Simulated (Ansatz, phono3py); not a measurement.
# Phonon transport in NaI (Fm-3m), part 2 of 4

How well does the lattice of NaI conduct heat?

What experiment has found for this phase:
- thermal conductivity 1.8 W/m/K near room temperature (given in “Combining the AFLOW GIBBS and Elastic Libraries to efficiently and robustly screen thermo-mechanical properties of solids”, 2017, arXiv:1611.05714)
- thermal conductivity 1.8 W/m/K near room temperature (given in “Predicting the lattice thermal conductivity of solids by solving the Boltzmann transport equation: AFLOW - AAPL an automated, accurate and efficient framework”, 2017, arXiv:1611.05481)

Ansatz 0.2.0; DFT LDA, scalar-relativistic, plane waves, PAW; PAW set soft_1.

So far. Step 2 (A first coarse run): The start is under -1.6 GPa at this level and looks like an insulator or semiconductor on this mesh.

## (4) A second relaxation

The relaxation is run once more from where the first one ended, as the script does after a large change of volume or of the gap, with mesh and occupations reviewed.

Contents of input.yaml:

```yaml
crystal:
  lattice:
    - [0.0, 3.1313279457, 3.1313279457]
    - [3.1313279457, 0.0, 3.1313279457]
    - [3.1313279457, 3.1313279457, 0.0]
  atoms:
    - { symbol: Na, position: [0.0, 0.0, 0.0] }
    - { symbol: I, position: [0.5, 0.5, 0.5] }
kpoints:
  mp_grid: { grid: [6, 6, 6] }
hamiltonian:
  xc: lda
  pseudopotentials: { kind: paw, azcp: { folder: soft_1 }, xc_functional: pbe }
scf:
  occupations: { method: gaussian, width: 0.02 }
  lower_state_search: "off"
output:
  forces: true
  stress: true
  eigenvalues: true
  write_density: true
  write_potential: true
  elf: true
  volumetric_format: npy
relax:
  adjacent_minimum: "off"
  f_tol: 0.005
  max_steps: 80
  cell: { stress_tol: 0.05 }
```

Started as:

```console
$ ansatz run input.yaml --threads 4 --pin off --max-ram 19456MiB --backend cpu --events-out ev --progress --plain --runs-dir out
```

Numbers of over 12 decimals in the logs are rounded to 6 here.

The program printed:

```text
[...]
Crystal: 2 atoms, lattice volume = 61.407 Å³
Basis set: ecut = 420 eV, 1243 PW (Γ)
Bands: 17, of which v1, the nominal top of the filled ones, is band 13 counted from 1 (12 counted from 0)
Symmetry: 48 space group operations
[...]
k-points: 16 of 216
[...]
SCF iter   1: F=—  HF=-8826.207749 eV  |F-HF|=—  |Δ(HF+E_count)|=         —  Δρ=6.06e-2  dr2=2.21e0  ethr=3.10e-3  ⟨swp⟩=6.9  Hψ=1556  notcnv=0
[...]
SCF iter   7: F=-8825.092260 eV  HF=-8825.092260 eV  |F-HF|=1.09e-11  |Δ(HF+E_count)|=   3.30e-8  Δρ=1.26e-6  dr2=2.73e-10  ethr=7.48e-11  ⟨swp⟩=6.0  Hψ=1564  notcnv=0
SCF 1 converged in 7 iterations: F = -8825.092260 eV  dr2 = 2.73e-10
[...]
relax step   1: F+E_penalty+E_count = -8825.09226032 eV  Δ(F+E_penalty+E_count) = +0.000e0 eV  max|allowed force component| = 2.169e-30 eV/Å  Δτ_max = 0.0000 Å  P = -0.024 GPa  Ω = 61.407 Å³  (7 SCF iters, dr2 threshold 1.00e-7 eV, accepted)
[...]
SCF iter   8: F=-8825.092260 eV  HF=-8825.092260 eV  |F-HF|=7.28e-12  |Δ(HF+E_count)|=  1.82e-12  Δρ=1.16e-7  dr2=3.24e-12  ethr=1.00e-12  ⟨swp⟩=6.8  Hψ=1316  notcnv=0
SCF 2 converged in 8 iterations: F = -8825.092260 eV  dr2 = 3.24e-12
relax step   2: F+E_penalty+E_count = -8825.09226032 eV  Δ(F+E_penalty+E_count) = -1.819e-12 eV  max|allowed force component| = 2.547e-30 eV/Å  Δτ_max = 0.0000 Å  P = -0.024 GPa  Ω = 61.407 Å³  stress off target by 2.45e-2 GPa  SCF on the basis re-selected at this cell (its energy is not comparable with the rows above)  (8 SCF iters)
basis re-selected at this cell: Δ(F+E_penalty+E_count) = -1.819e-12 eV, ΔP = +0.000 GPa vs the last step (what re-selecting the basis moved, of the pressure what is left beyond the Pulay correction that the steps carried, after the strain that the cell walked since its last selection, with what the two solves' SCF thresholds leave and, on support functions, any second-order correction that the steps lacked; it is no  [...]
SCF converged after 8 iterations
Free energy (F): -8825.092260 eV
[...]
Internal energy: -8825.092260 eV  (E = F + TS)
E sigma→0 (E₀):  -8825.092260 eV
Fermi energy:    5.563114 eV
[...]
--- Stress (GPa, compression-positive) ---
       -0.024476       0.000000      -0.000000
        0.000000      -0.024476       0.000000
        0.000000       0.000000      -0.024476
  P = ⅓ Tr σ = -0.0245 GPa (-0.245 kbar)
--- Band table (eV; the first three rows and the last of 16) ---
  k-point 0: bands = [... 9 lower, -7.6467, 3.7552, 3.7552, 3.7552, 7.3709, 11.5943, 11.5943, 11.5943]
  k-point 1: bands = [... 9 lower, -7.5496, 2.8582, 3.6597, 3.6597, 8.2626, 11.1126, 11.8265, 11.8265]
  k-point 2: bands = [... 9 lower, -7.3406, 1.6350, 3.4838, 3.4838, 8.7367, 11.4237, 11.4237, 12.0558]
  k-point 15: bands = [... 9 lower, -7.1194, 1.7311, 2.4025, 2.6635, 9.0810, 10.0774, 12.4877, 12.5153]
--- Relaxed structure (1 steps of the walk, 1 accepted, 1 SCFs on fresh bases) ---
[...]
cell:  # Å, volume = 61.4067 Å³
    - [0.0, 3.1313279457, 3.1313279457]
    - [3.1313279457, 0.0, 3.1313279457]
    - [3.1313279457, 3.1313279457, 0.0]
  atoms:
    - { symbol: Na, position: [0.0, 0.0, 0.0] }
    - { symbol: I, position: [0.5, 0.5, 0.5] }
```

Run time: 0.89 s. Hardware: 4 threads of Arm Neoverse V2, shared host; peak memory 0.31 GiB.

Little changed from the start: no atom moved by 0.005 Å and no cell edge by 0.1 %.

Numbers from this step:

```yaml
pressure: -0.02448 GPa
```

ELF in the ac plane of the conventional cell at fractional y = 0.000, with atoms of Na and I within 0.2 Å of it. It is the smooth field of the valence electrons, not physical close to the nuclei.

Values, 9 rows by 16 columns, each cell a mean:
```
0.48 0.44 0.10 0.18 0.65 0.73 0.53 0.35 0.34 0.44 0.67 0.74 0.39 0.05 0.31 0.48
0.16 0.12 0.08 0.09 0.31 0.60 0.72 0.71 0.71 0.73 0.68 0.45 0.15 0.06 0.10 0.15
0.71 0.69 0.58 0.31 0.11 0.13 0.22 0.26 0.27 0.24 0.16 0.08 0.20 0.48 0.67 0.71
0.41 0.53 0.70 0.71 0.35 0.04 0.19 0.41 0.42 0.31 0.07 0.16 0.61 0.74 0.61 0.44
0.34 0.33 0.62 0.76 0.42 0.07 0.43 0.48 0.40 0.53 0.17 0.19 0.69 0.71 0.45 0.29
0.52 0.62 0.73 0.66 0.29 0.04 0.12 0.28 0.31 0.19 0.04 0.14 0.53 0.72 0.67 0.55
0.61 0.58 0.45 0.20 0.09 0.21 0.37 0.43 0.44 0.41 0.29 0.13 0.14 0.35 0.55 0.61
0.19 0.11 0.04 0.11 0.42 0.69 0.72 0.66 0.64 0.69 0.72 0.56 0.23 0.04 0.07 0.16
0.44 0.50 0.15 0.18 0.68 0.72 0.48 0.31 0.34 0.37 0.64 0.75 0.41 0.06 0.38 0.50
```
Columns run along a (6.3 Å), rows up along c (6.3 Å), edges of the conventional cell, whose origin can differ from the input's. Atoms in or near the plane, at fractional coordinates: Na at (0.00, 0.00), Na at (0.50, 0.50), I at (0.50, 0.00), I at (0.00, 0.50).

Valence density in the ac plane of the conventional cell at fractional y = 0.000, with atoms of Na and I within 0.2 Å of it. It is the smooth field of the valence electrons, not physical close to the nuclei.

Ten steps, logarithmic in the rise over the least value, from '_' (0 e/Å³) to '@' (20 e/Å³), each cell a mean:
```
@@**..____::==##%%%%++::..____==%%
++::______..::++**++--::..____..==
____________..::--::::..__________
______________........____________
....__________________________....
--::..______________________..::::
**==::..______::==--..____..::--++
%%##--::____..**@@%%--____..::++%%
@@##==::____::##@@@@==____..--**%%
%%**--..____..++##**::____..::++##
==--::..______..::..________..::==
::....________________________..::
..________________________________
____________....::::..____________
::..______..::--==--::..________..
##==..____..--**####==::..____::**
@@##::__..::==%%@@%%**--..____++@@
```
Columns run along a (6.3 Å), rows up along c (6.3 Å), edges of the conventional cell, whose origin can differ from the input's. Atoms in or near the plane, at fractional coordinates: Na at (0.00, 0.00), Na at (0.50, 0.50), I at (0.50, 0.00), I at (0.00, 0.50).

Electrostatic potential energy in the ac plane of the conventional cell at fractional y = 0.000, with atoms of Na and I within 0.2 Å of it. With pseudopotentials it is smooth inside the atoms' cores, unlike the true potential.

Ten even steps from '0' (-51 eV) to '9' (9 eV), each cell a mean:
```
03899844763799950
57999963335899985
89999997668999999
99999999999999999
99999999999999999
67999999999999987
33799997568999853
74489982006999636
95489971005999637
53599984127999734
35899998789999964
88999999999999998
99999999999999999
99999999889999999
88999985447999998
15899853543799973
01899835973699850
```
Columns run along a (6.3 Å; values clipped at the 3rd and 97th percentile), rows up along c (6.3 Å), edges of the conventional cell, whose origin can differ from the input's. Atoms in or near the plane, at fractional coordinates: Na at (0.00, 0.00), Na at (0.50, 0.50), I at (0.50, 0.00), I at (0.00, 0.50).

## (5) Relaxing to small residual forces and stress

The thresholds are tightened for a last relaxation ahead of the phonons, and where mesh or smearing change with them the cell follows.

input.yaml, the sections that differ from step 4:

```yaml
scf:
  occupations: { method: fixed }
  lower_state_search: "off"
output:
  forces: true
  stress: true
  eigenvalues: true
relax:
  adjacent_minimum: "off"
  f_tol: 0.001
  max_steps: 60
  cell: { stress_tol: 0.01 }
# crystal, kpoints, hamiltonian: as in step 4
```

The program printed:

```text
[...]
Crystal: 2 atoms, lattice volume = 61.407 Å³
Basis set: ecut = 420 eV, 1243 PW (Γ)
Bands: 17, of which v1, the nominal top of the filled ones, is band 13 counted from 1 (12 counted from 0)
Symmetry: 48 space group operations
[...]
k-points: 16 of 216
[...]
k-point 15: bands = [... 9 lower, -7.1132, 1.7360, 2.4081, 2.6695, 9.0896, 10.0844, 12.4974, 12.5249]
--- Relaxed structure (2 steps of the walk, 2 accepted, 1 SCFs on fresh bases) ---
[...]
cell:  # Å, volume = 61.3631 Å³
    - [0, 3.130587, 3.130587]
    - [3.130587, 0.0, 3.130587]
    - [3.130587, 3.130587, 0]
  atoms:
    - { symbol: Na, position: [0.0, 0, 0] }
    - { symbol: I, position: [0.500000, 0.500000, 0.500000] }
[key lines of the parts left out:]
SCF converged after 10 iterations
Free energy (F): -8825.092270 eV
Fermi energy:    3.762519 eV
P = ⅓ Tr σ = -0.0098 GPa (-0.098 kbar)
```

Wall time 1.1 s (4 threads); peak memory 0.31 GiB.

Little changed from the start: no atom moved by 0.005 Å and no cell edge by 0.1 %.

Numbers from this step:

```yaml
pressure: -0.009817 GPa
gap_on_the_k_mesh: 3.618 eV
volume_per_atom: 30.68 Å³/atom
```

The residual pressure is -0.0098 GPa, small enough for phonons.

(Continued in part 3 of 4.)

[Logs are printed without paths, hosts, clocks, repeated set-up lines and the standing remarks that a program may print on its own settings, such as how far it seeks lower states.]

[Hosts, paths, dates, database ids (printed as entryN), source tags and the programs' standing remarks are cut or masked in the printed files.]

[A step with changed settings may run another functional than the one named; its input shows which.]
